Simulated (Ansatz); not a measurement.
# Random alloy of the hcp Ru-Mo line, x = 0.375 (64 atoms): geometry optimisation

Aim: bring random alloy of the hcp Ru-Mo line, x = 0.375 (64 atoms) to a nearby minimum of the energy and see what moves.

Calculated with Ansatz 0.2.0; Kohn-Sham DFT, PBE, PAW (set soft_2), plane waves.

This is a report of a sequence of runs, with most program output left out.

## Step 1: Starting point

The cell holds 64 atoms: 24 Mo and 40 Ru. Cell: a = 10.973 Å, b = 10.972 Å, c = 8.800 Å, α = 90.0°, β = 90.0°, γ = 120.0°. It derives from Ru (hcp Ru-Mo) and Mo, repeated 4×4×2. Hcp Ru-Mo: 64 atoms, 24 of 64 Ru sites given to Mo at random, cell and internal coordinates interpolated linearly between the end members (Vegard's rule); not relaxed, displaced by a Gaussian of 0.02 Å. Lattice constants are starting values near those of PBE.

Before any run, some limits are plain. The host structure and its lattice constant were typed by rule, without a check against the phase diagram.

## Step 2: Single point at the start

A single point comes first, to see the forces before anything moves.

input.yaml reads:

```yaml
crystal:
  lattice:
    - [10.9725, 0.0, 0.0]
    - [-5.48625, 9.50246, 0.0]
    - [0.0, 0.0, 8.8]
  atoms:
    - { symbol: Mo, position: [0.00232, 0.99871, 0.9988] }
    - { symbol: Ru, position: [0.08229, 0.16849, 0.24477] }
    - { symbol: Mo, position: [0.00238, 0.9984, 0.50073] }
    - { symbol: Mo, position: [0.08442, 0.16974, 0.74532] }
    - { symbol: Ru, position: [0.99901, 0.24919, 0.00258] }
    - { symbol: Ru, position: [0.08115, 0.4163, 0.248] }
    - { symbol: Mo, position: [0.00069, 0.25123, 0.4975] }
    - { symbol: Ru, position: [0.08637, 0.41856, 0.75114] }
[... 52 atom lines left out ...]
    - { symbol: Ru, position: [0.74801, 0.75066, 0.00114] }
    - { symbol: Ru, position: [0.83557, 0.91643, 0.2486] }
    - { symbol: Ru, position: [0.75128, 0.75051, 0.50064] }
    - { symbol: Ru, position: [0.83442, 0.91911, 0.75084] }
kpoints:
  mp_grid: { grid: [2, 2, 2] }
hamiltonian:
  xc: pbe
scf:
  occupations: { method: fermi_dirac, width: 0.1 }
output:
  forces: true
```

Launch:

```console
$ ansatz run input.yaml --threads 6 --pin off --max-ram 102400MiB --backend cuda --events-out ev --progress --plain --runs-dir out
```

The job ended after 8.8 s (1 × NVIDIA H100 80GB HBM3 with 6 threads of AMD EPYC 7R13 (Zen 3), shared host; peak memory 1.3 GiB; 8.6 s of CPU time).

That memory is the host's; the program planned up to 14.9 GiB on the GPU.

The run gave:

```yaml
free_energy: -354089.0031 eV
free_energy_per_atom: -5532.6407 eV/atom
scf_cycles: 8
r_m_s_force_component: 0.5068 eV/Å
longest_force: 1.948 eV/Å
fermi_energy: 22.3 eV
```

The r.m.s. force component of 0.51 eV/Å sets the starting point.

Length of the force by element:

```
element  coordination  atoms  mean length of the force (eV/Å)  spread  least   most
     Mo           all     24                             1.18   0.470  0.372   1.95
     Ru           all     40                            0.457   0.223  0.105  0.975
```

## Step 3: Cell and atoms relaxed

The cell is relaxed with the atoms, since the starting lattice needn't suit this functional.

input.yaml, as its differences from that of step 2:

```diff
@@ -15 +15,5 @@
   forces: true
+relax:
+  f_tol: 0.04
+  max_steps: 150
+  cell: {}
```

It took 30 s on 1 × NVIDIA H100 80GB HBM3 with 6 threads; peak memory 1.4 GiB; 59 s of CPU time.

That memory is the host's; the program planned up to 15 GiB on the GPU.

The program notes that the band table was not solved further than the SCF left it.

Step by step:

```
step  energy less that of the first step (eV)  largest force component (eV/Å)  pressure (GPa)  volume (Å³)
   1                                   0.0000                          1.8624            4.29       917.54
   2                                  -1.1818                          0.5407           -5.12       950.66
   3                                  -1.3295                          0.8162            1.41       928.59
   4                                  -1.8477                          0.4239           -1.26       935.47
   5                                  -1.9740                          0.1076            0.12       931.08
   6                                  -1.9831                          0.0755            0.02       931.29
   7                                  -1.9853                          0.0209           -0.01       931.38
  8*                                  -1.9904                          0.0209           -0.01       931.38
```

Relaxation steps marked * repeat the geometry before them on a plane-wave basis chosen anew for their cell, so energy and pressure can jump there.

```csv
cell as run,before,after,change
a (Å),10.973,11.040,+0.6 %
b (Å),10.972,11.046,+0.7 %
c (Å),8.800,8.823,+0.3 %
α (°),90.00,89.93,-0.1 %
β (°),90.00,90.09,+0.1 %
γ (°),120.00,120.05,+0.0 %
volume (Å³/atom),14.34,14.55,+1.5 %
```

The atoms that moved most (Å, as changes of fractional coordinates times the final cell):

```csv
atom,dx,dy,dz,length
Mo26,0.040,0.017,-0.200,0.205
Mo4,0.012,-0.066,0.172,0.184
Mo28,-0.039,0.044,0.140,0.152
Mo34,-0.080,-0.060,-0.109,0.148
Mo40,0.114,-0.069,-0.008,0.134
Mo1,-0.086,0.000,0.100,0.132
Mo13,0.047,-0.075,-0.083,0.121
Mo23,-0.008,-0.037,-0.112,0.118
```

The relaxation changed the energy by -31.1 meV/atom, and atoms moved by 0.073 Å r.m.s., 0.20 Å at most.

## Step 4: Structure statistics after relaxation

Bonds before and after, by the cutoffs listed below:

| pair | bonds before | bonds after | mean before (Å) | mean after (Å) | spread before (Å) | spread after (Å) |
| --- | --- | --- | --- | --- | --- | --- |
| Ru-Ru | 152 | 152 | 2.726 | 2.734 | 0.029 | 0.034 |
| Ru-Mo | 176 | 176 | 2.729 | 2.725 | 0.031 | 0.051 |
| Mo-Mo | 56 | 56 | 2.726 | 2.812 | 0.035 | 0.062 |

Density 11.3 g/cm³, 14.55 Å³ an atom.

g(r), total and by pair (bins of 0.1 Å):

| r (Å) | total | Ru-Ru | Ru-Mo | Mo-Mo |
| --- | --- | --- | --- | --- |
| 2.45 | 0.00 | 0.00 | 0.00 | 0.00 |
| 2.55 | 0.11 | 0.00 | 0.23 | 0.00 |
| 2.65 | 3.82 | 2.85 | 5.45 | 1.09 |
| 2.75 | 12.30 | 15.40 | 11.70 | 6.09 |
| 2.85 | 2.15 | 0.58 | 0.96 | 10.50 |
| 2.95 | 0.08 | 0.00 | 0.00 | 0.60 |
| 3.05 | 0.00 | 0.00 | 0.00 | 0.00 |
| 3.15 | 0.00 | 0.00 | 0.00 | 0.00 |
| 3.25 | 0.00 | 0.00 | 0.00 | 0.00 |
| 3.35 | 0.00 | 0.00 | 0.00 | 0.00 |
| 3.45 | 0.00 | 0.00 | 0.00 | 0.00 |
| 3.55 | 0.00 | 0.00 | 0.00 | 0.00 |
| 3.65 | 0.00 | 0.00 | 0.00 | 0.00 |
| 3.75 | 0.56 | 0.00 | 0.66 | 1.83 |
| 3.85 | 2.60 | 3.53 | 2.28 | 1.04 |
| 3.95 | 1.38 | 0.84 | 1.99 | 0.83 |
| 4.05 | 0.11 | 0.00 | 0.09 | 0.47 |
| 4.15 | 0.00 | 0.00 | 0.00 | 0.00 |
| 4.25 | 0.12 | 0.00 | 0.21 | 0.14 |
| 4.35 | 0.34 | 0.24 | 0.49 | 0.13 |
| 4.45 | 0.55 | 0.80 | 0.47 | 0.13 |
| 4.55 | 0.16 | 0.00 | 0.26 | 0.25 |
| 4.65 | 0.73 | 0.13 | 1.06 | 1.30 |
| 4.75 | 6.64 | 8.09 | 6.08 | 4.45 |
| 4.85 | 1.69 | 0.80 | 2.28 | 2.20 |
| 4.95 | 0.12 | 0.00 | 0.03 | 0.74 |
| 5.05 | 0.32 | 0.00 | 0.51 | 0.60 |
| 5.15 | 2.17 | 2.53 | 2.12 | 1.36 |
| 5.25 | 2.22 | 2.33 | 2.28 | 1.69 |
| 5.35 | 0.43 | 0.00 | 0.70 | 0.72 |
| 5.45 | 0.65 | 0.46 | 0.72 | 0.95 |
| 5.55 | 1.56 | 1.85 | 1.38 | 1.34 |
| 5.65 | 0.06 | 0.00 | 0.10 | 0.08 |
| 5.75 | 0.00 | 0.00 | 0.00 | 0.00 |
| 5.85 | 0.00 | 0.00 | 0.00 | 0.00 |
| 5.95 | 0.00 | 0.00 | 0.00 | 0.00 |
| 6.05 | 0.38 | 0.03 | 0.59 | 0.70 |
| 6.15 | 2.84 | 3.67 | 2.30 | 2.31 |
| 6.25 | 0.44 | 0.07 | 0.62 | 0.86 |
| 6.35 | 0.18 | 0.00 | 0.21 | 0.58 |
| 6.45 | 1.29 | 1.33 | 1.26 | 1.30 |
| 6.55 | 1.67 | 1.98 | 1.53 | 1.26 |
| 6.65 | 0.48 | 0.06 | 0.47 | 1.69 |
| 6.75 | 1.68 | 2.11 | 1.32 | 1.69 |

Neighbours by pair of elements; one cutoff, the widest of the pairs' first minima of g(r), serves all pairs of this metal:

| pair A-B | cutoff (Å) | bonds | mean length (Å) | spread (Å) | shortest (Å) | B about A | A about B |
| --- | --- | --- | --- | --- | --- | --- | --- |
| Ru-Ru | 3.23 | 152 | 2.73 | 0.034 | 2.64 | 7.6 | 7.6 |
| Ru-Mo | 3.23 | 176 | 2.73 | 0.051 | 2.58 | 4.4 | 7.33 |
| Mo-Mo | 3.23 | 56 | 2.81 | 0.062 | 2.65 | 4.67 | 4.67 |

How many atoms have how many bonded neighbours:

| element | mean | 12 |
| --- | --- | --- |
| Mo | 12 | 24 |
| Ru | 12 | 40 |

For some of the pairs, g(r) has its first main peak near 2.73 Å (Ru-Ru), 2.72 Å (Ru-Mo) and 2.81 Å (Mo-Mo). By these cutoffs all Mo atoms have 12 and all Ru atoms have 12 bonded neighbours.

## Step 5: Single point at the relaxed geometry

One more single point at the end of the walk gives the fuller output and checks the residual forces.

input.yaml reads:

```yaml
crystal:
  lattice:
    - [11.0403, -0.00603, -0.00836]
    - [-5.52537, 9.56481, 0.00707]
    - [-0.00671, 0.00268, 8.82281]
  atoms:
    - { symbol: Mo, position: [0.99458, 0.99874, 0.01018] }
    - { symbol: Ru, position: [0.08266, 0.16724, 0.24722] }
    - { symbol: Mo, position: [0.99332, 0.99245, 0.49376] }
    - { symbol: Mo, position: [0.08208, 0.16288, 0.76481] }
    [... 54 atom lines left out ...]
    - { symbol: Mo, position: [0.75027, 0.50523, 0.50719] }
    - { symbol: Ru, position: [0.83516, 0.6704, 0.75091] }
    - { symbol: Ru, position: [0.74837, 0.74835, 0.99964] }
    - { symbol: Ru, position: [0.82807, 0.91509, 0.25096] }
    - { symbol: Ru, position: [0.74986, 0.74958, 0.49944] }
    - { symbol: Ru, position: [0.83299, 0.91889, 0.75092] }
kpoints:
  mp_grid: { grid: [2, 2, 2] }
hamiltonian:
  xc: pbe
scf:
  occupations: { method: fermi_dirac, width: 0.1 }
output:
  forces: true
  stress: true
  populations: true
  dos:
    method: { smearing: { sigma: 0.08 } }
    de: 0.05
    projected: { site_lists: { Mo: [Mo], Ru: [Ru] } }
  eigenvalues: true
  write_density: true
  write_potential: true
  volumetric_format: npy
```

The job ended after 6.1 s (1 × NVIDIA H100 80GB HBM3 with 6 threads; peak memory 2.4 GiB; 13 s of CPU time).

That memory is the host's; the program planned up to 16.8 GiB on the GPU.

The run gave:

| Property | Result |
| --- | --- |
| free energy | -354090.9935 eV |
| free energy per atom | -5532.6718 eV/atom |
| SCF cycles | 8 |
| pressure | -0.01355 GPa |
| r.m.s. force component | 0.00688 eV/Å |
| longest force | 0.02286 eV/Å |
| Fermi energy | 21.92 eV |
| levels partly filled by over 2 per cent | 197 |
| spilling of the projection | 0.005153 |

Löwdin charges by element (they lack the spilled electrons, 0.079 e an atom on average):

```csv
element,coordination,atoms,mean charge (e),spread,least,most
Mo,all,24,0.0953,0.0111,0.0694,0.110
Ru,all,40,0.0686,0.0061,0.0477,0.0797
```

Density of states as counts of states in windows of 1 eV (from the Fermi level), total and the larger projections:

```csv
from (eV),to (eV),total,Ru d,Mo d,Ru s
-18,-8,0.0,0.0,0.0,0.0
-8,-7,0.3,0.0,0.0,0.2
-7,-6,5.0,0.1,0.1,3.2
-6,-5,37.6,19.6,7.1,7.4
-5,-4,86.1,52.9,20.5,7.1
-4,-3,87.7,57.9,22.7,3.3
-3,-2,73.7,50.3,19.1,1.8
-2,-1,100.0,64.8,27.7,3.3
-1,0,72.7,40.8,25.9,2.2
0,1,54.9,29.3,20.3,2.1
1,2,66.2,38.2,23.8,1.5
```

The stored curve holds about 463 of the 976 electrons; the rest, give or take the few that broadening carries across the Fermi level, lie in deeper levels below its range.

The levels nearest the highest filled one (over half full), pooled over k-points and spins:

```
level less the highest filled one (eV)  occupation
                               -0.0276        1.15
                               -0.0196        1.11
                                 -0.01        1.06
                               -0.0085        1.05
                               -0.0057        1.04
                                     0        1.01
                                0.0103       0.958
                                0.0164       0.928
                                0.0194       0.913
                                0.0222       0.899
                                0.0347       0.838
                                0.0348       0.837
```

Electrostatic potential energy in the ab plane at fractional z = 0.001, with atoms of Mo and Ru within 0.2 Å of it. With pseudopotentials it is smooth inside the atoms' cores, unlike the true potential.

Values in eV, 13 rows by 16 columns, each cell a mean:
```
-19  17   9 -33 -24  14   7 -49 -30  16   7 -48 -29  16   2 -39
 16  18  18  15  15  18  19  15  15  17  19  16  16  18  17  14
-33  -5  19 -14 -51  -4  20 -10 -53 -11  19 -10 -49  -5  20  -4
-43   8   5 -59 -44  13  10 -54 -49  10   7 -59 -49  11   6 -46
 12  20  16   7  17  21  17   8  15  19  15   5  16  20  12   0
-30  -3  21   6 -26   1  21   4 -24  -3  20   6 -30  -3  20   5
-65   2  10 -58 -65   4   9 -44 -50   3  11 -56 -65   2  11 -56
  8  21  11 -13   7  21  11  -8   8  21  13  -9   8  21  13  -9
 -9   5  21  15  -7   5  21  15  -7   6  21  15  -7   6  21  14
-72  -4  15 -45 -72  -5  14 -46 -71  -4  14 -46 -71  -4  14 -47
 -6  20  10 -29  -8  20   9 -29  -8  20   9 -30  -8  20  10 -27
  7  13  20  18   6   8  19  19  10  14  20  18   9  13  21  17
-49  -3  17 -20 -54 -13  17 -27 -65  -8  18 -29 -65  -8  15 -26
```
Columns run along a (11.0 Å; values clipped at the 3rd and 97th percentile), rows up along b (11.0 Å). Atoms in or near the plane, at fractional coordinates: Mo at (0.99, 0.00), Ru at (0.00, 0.25), Ru at (0.00, 0.50), Mo at (0.00, 0.74), Mo at (0.26, 0.00), Ru at (0.25, 0.25), Ru at (0.25, 0.50), Ru at (0.25, 0.75), Ru at (0.50, 0.00), Ru at (0.50, 0.25), Mo at (0.50, 0.50), Ru at (0.50, 0.75), Ru at (0.75, 0.00), Ru at (0.75, 0.25) and more.

Valence density in the ab plane at fractional z = 0.001, with atoms of Mo and Ru within 0.2 Å of it. It is the smooth field of the valence electrons, not physical close to the nuclei.

Ten even steps from '0' (0.28 × 1e0 e/Å³) to '9' (9.72 × 1e0 e/Å³), each cell a mean:
```
5200014652000278610004884100146
1000002210000132100002320000022
0000000000000000000000000000000
0000000001000000110000000000000
3310001354100014641000145300001
6520004996100159951002698300025
5300026862000268510004884100146
2000013210000122100002320000023
0000000000000000000000000000000
0100000000000000000000001000000
5520000354100013431000145300002
9720004896100146630001698400027
7300026872000256410003884100148
1000013310000122000002320000023
0000000000000000000000000000000
0100000001000000000000000000000
5520000355100014541000145300002
9720004896100159951002698300028
7300016872000278510004884100148
1000012310000132100002320000023
0000000000000000000000000000000
0000000001000000000000000000000
4310000244200013541000145300002
6510002565100159951002698300025
```
Columns run along a (11.0 Å), rows up along b (11.0 Å). Atoms in or near the plane, at fractional coordinates: Mo at (0.99, 0.00), Ru at (0.00, 0.25), Ru at (0.00, 0.50), Mo at (0.00, 0.74), Mo at (0.26, 0.00), Ru at (0.25, 0.25), Ru at (0.25, 0.50), Ru at (0.25, 0.75), Ru at (0.50, 0.00), Ru at (0.50, 0.25), Mo at (0.50, 0.50), Ru at (0.50, 0.75), Ru at (0.75, 0.00), Ru at (0.75, 0.25) and more.

Mean Löwdin charges: Mo +0.10, Ru +0.07 e (they miss 0.52 % of the electrons, so they add up to more than the cell's charge). Among metals such projection charges depend strongly on the orbitals used and are no measure of ionicity. Within 0.4 eV of the Fermi level the largest share is Ru d (55 % of the projected weight).

Local excerpt of 13 atoms (numbers count through the whole input) about Ru35, picked at random; x, y, z are measured from there.

| atom | x | y | z | distance (Å) | bonds | Löwdin charge (e) |
| --- | --- | --- | --- | --- | --- | --- |
| Ru35 | 0.00 | 0.00 | 0.00 | 0.00 | 12 | 0.07 |
| Ru48 | 1.37 | -0.77 | 2.17 | 2.68 | 12 | 0.07 |
| Mo47 | 1.40 | -2.31 | -0.08 | 2.70 | 12 | 0.09 |
| Ru32 | -1.39 | -0.77 | 2.19 | 2.70 | 12 | 0.07 |
| Ru36 | -0.04 | 1.59 | 2.22 | 2.73 | 12 | 0.07 |
| Ru46 | 1.36 | -0.77 | -2.24 | 2.73 | 12 | 0.07 |
| Ru30 | -1.40 | -0.78 | -2.22 | 2.74 | 12 | 0.07 |
| Ru51 | 2.76 | 0.04 | 0.00 | 2.76 | 12 | 0.08 |
| Mo19 | -2.76 | 0.01 | 0.00 | 2.76 | 12 | 0.09 |
| Mo55 | 1.37 | 2.40 | 0.10 | 2.77 | 12 | 0.11 |
| Mo31 | -1.43 | -2.38 | -0.03 | 2.78 | 12 | 0.10 |
| Mo34 | -0.09 | 1.54 | -2.31 | 2.78 | 12 | 0.11 |
| Mo39 | -1.34 | 2.44 | -0.03 | 2.78 | 12 | 0.08 |

The column of bonds counts only the pairs Ru-Ru within 3.23 Å, Ru-Mo within 3.23 Å, Mo-Mo within 3.23 Å; other neighbours, such as metal atoms beside each other in a compound, aren't counted, and periodic images can show an atom twice.

## Step 6: K-mesh 3×3×3

A denser mesh tests the sampling of the Brillouin zone.

input.yaml, as its differences from that of step 5:

```diff
@@ -8,3 +8,3 @@
 kpoints:
-  mp_grid: { grid: [2, 2, 2] }
+  mp_grid: { grid: [3, 3, 3] }
 hamiltonian:
@@ -22,4 +22 @@
   eigenvalues: true
-  write_density: true
-  write_potential: true
-  volumetric_format: npy
```

The job ended after 13 s (1 × NVIDIA H100 80GB HBM3 with 6 threads; peak memory 2.5 GiB).

That memory is the host's; the program planned up to 26.5 GiB on the GPU.

Geometry and reference: those of the single point at the relaxed geometry.

Forces differ from those of the single point at the relaxed geometry by 31 meV/Å r.m.s.; the energy by +0.94 meV/atom and the pressure by +0.21 GPa. It took 13 s and 8 cycles; the reference's time can't be set against it, since the two runs asked for unlike analyses.

## Step 7: Functional r2SCAN (500 eV)

The meta-GGA r2SCAN uses the kinetic energy density as well as the density and its gradient. Besides, the cutoff goes from 420 to 500 eV.

This step: Kohn-Sham DFT, r2SCAN, PAW (set soft_2), plane waves (Ansatz 0.2.0).

input.yaml, as its differences from that of step 6:

```diff
@@ -8,5 +8,5 @@
 kpoints:
-  mp_grid: { grid: [3, 3, 3] }
+  mp_grid: { grid: [2, 2, 2] }
 hamiltonian:
-  xc: pbe
+  xc: r2scan
 scf:
```

Wall time 17 s (1 × NVIDIA H100 80GB HBM3 with 6 threads); peak memory 2.8 GiB; 38 s of CPU time.

That memory is the host's; the program planned up to 17.8 GiB on the GPU.

Geometry and reference: those of the single point at the relaxed geometry.

Forces differ from those of the single point at the relaxed geometry by 65 meV/Å r.m.s.; the pressure by -5.1 GPa. It took 17 s and 13 cycles; the reference's time can't be set against it, since the two runs asked for unlike analyses.

## Step 8: Functional PBEsol

PBEsol restores the gradient expansion of exchange for slowly varying densities and usually gives shorter bonds in solids than PBE.

This step: Kohn-Sham DFT, PBEsol, PAW (set soft_2), plane waves (Ansatz 0.2.0).

input.yaml, as its differences from that of step 7:

```diff
@@ -10,3 +10,3 @@
 hamiltonian:
-  xc: r2scan
+  xc: pbesol
 scf:
```

The job ended after 7.6 s (1 × NVIDIA H100 80GB HBM3 with 6 threads; peak memory 2.4 GiB).

That memory is the host's; the program planned up to 16.8 GiB on the GPU.

Geometry and reference: those of the single point at the relaxed geometry.

Forces differ from those of the single point at the relaxed geometry by 32 meV/Å r.m.s.; the pressure by -9.3 GPa.

## Step 9: All settings compared

Each row is set against the single point at the relaxed geometry (Kohn-Sham DFT, PBE, PAW (set soft_2), plane waves; r.m.s. force component 0.00688 eV/Å). Energies are set beside the reference only for runs with its functional, potentials and electron count. Times are for 1 × NVIDIA H100 80GB HBM3 with 6 threads of AMD EPYC 7R13 (Zen 3), shared host. The reference's time includes grids, which some other runs skip.

```csv
run,"Δ force, r.m.s. (meV/Å)",Δ energy (meV/atom),Δ pressure (GPa),cycles,time,host memory (GiB),planned on the GPU (GiB)
reference,-,-,-,8,6.1 s,2.4,17
k-mesh 3×3×3,30.8,0.940,0.213,8,13 s,2.5,26
functional r2SCAN (500 eV),64.7,-,-5.05,13,17 s,2.8,18
functional PBEsol,31.7,-,-9.31,8,7.6 s,2.4,17
```

## Step 10: Results

```yaml
energy_change_in_the_relaxation: -31.1 meV/atom
r_m_s_displacement: 0.073 Å
largest_displacement: 0.205 Å
free_energy_per_atom: -5532.6718 eV/atom
density: 11.31 g/cm³
pressure: -0.01355 GPa
r_m_s_force_component: 0.00688 eV/Å
wall_time_of_the_6_dft_runs: 83 s
```

**Reading.** Relaxation lowers the energy by 31.1 meV/atom and moves atoms by 0.073 Å r.m.s.; the r.m.s. force component goes from 0.51 to 0.0069 eV/Å. Displacements are taken in the final cell, so they leave out its strain. By the final cutoffs no bond was broken or made. The cell grew by 1.5 % in volume. From the first step to the last the energy fell by 1.990 eV, across changes of basis, and the largest move was 0.20 Å (Mo26). The Mo-Mo bonds change most in mean length: from 2.726 Å (spread 0.035) to 2.812 Å (spread 0.062). With the cutoffs above, all Mo atoms have 12 and all Ru atoms have 12 bonded neighbours. 197 levels are partly filled, by over 2 % (on the run's k-points), as in a metal.

Among the changes of functional, dispersion, potentials or spin set against this reference, functional r2SCAN (500 eV) moves the forces most, by 65 meV/Å r.m.s.

[Logs are printed without paths, hosts, clocks, repeated set-up lines and the standing remarks that a program may print on its own settings, such as how far it seeks lower states.]

[Hosts, paths, dates, database ids (printed as entryN), source tags and the programs' standing remarks are cut or masked in the printed files.]
